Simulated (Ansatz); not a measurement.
# Direct or indirect: MgO (Fm-3m)

```yaml
crystal:
  lattice:
    - [0.00000, 2.10850, 2.10850]
    - [2.10850, 0.00000, 2.10850]
    - [2.10850, 2.10850, 0.00000]
  atoms:
    - { symbol: Mg, position: [0.00000, 0.00000, 0.00000] }
    - { symbol: O, position: [0.50000, 0.50000, 0.50000] }
```

Method: Ansatz, PBE, independent particles, without spin-orbit coupling, line width 0.15 eV (Gaussian). The band structure gives a fundamental gap of 4.71 eV. The spectrum of vertical transitions near the edge:

```csv
E (eV),"Im ε, E ∥ xyz"
4.26,0.00
4.38,0.00
4.50,0.00
4.62,0.05
4.74,0.18
4.86,0.35
4.98,0.49
5.10,0.58
5.22,0.66
5.34,0.72
5.46,0.77
5.58,0.82
5.70,0.86
5.82,0.90
5.94,0.94
```

(1) Is the gap direct or indirect, and about where do vertical transitions set in?

## Answers

(1) Direct: the band path has its least direct gap at the fundamental one, 4.71 eV, and the curves rise from there. Lines are broadened by 0.15 eV, which spreads the edge.

[Logs are printed without paths, hosts, clocks, repeated set-up lines and the standing remarks that a program may print on its own settings, such as how far it seeks lower states.]
